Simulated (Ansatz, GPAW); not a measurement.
# From spin parameters to the magnetic ion

A crystal has the composition VMO4, where M is a 3d element. A calculation (PBE+U, spin-orbit coupling in second variation, Ansatz) gives:

```
S                                : 3/2
g, averaged over the cell's ions : ⊥ 1.9764, ∥ 1.9760
D, with anisotropic exchange     : +0.0837 cm⁻¹ (+2.51 GHz)
E                                : +474 MHz
moment in its sphere             : 2.46 μB
```

Q: Name the magnetic ion and its oxidation state.

The crystal is VCrO4, space group Cmcm. The spin sits on Cr, with 6 O at 1.98 to 2.05 Å round it. With the usual charges of the other elements M must be +3. High-spin ions of that charge with S = 3/2 are d3 and d7, Cr and Ni; the sign of the g shift picks Cr³⁺ d³. Low-spin ions are left aside. The shift is negative: in a shell less than half full the orbital moment opposes the spin.

[Logs are printed without paths, hosts, clocks, repeated set-up lines and the standing remarks that a program may print on its own settings, such as how far it seeks lower states.]

[Hosts, paths, dates, database ids (printed as entryN), source tags and the programs' standing remarks are cut or masked in the printed files.]
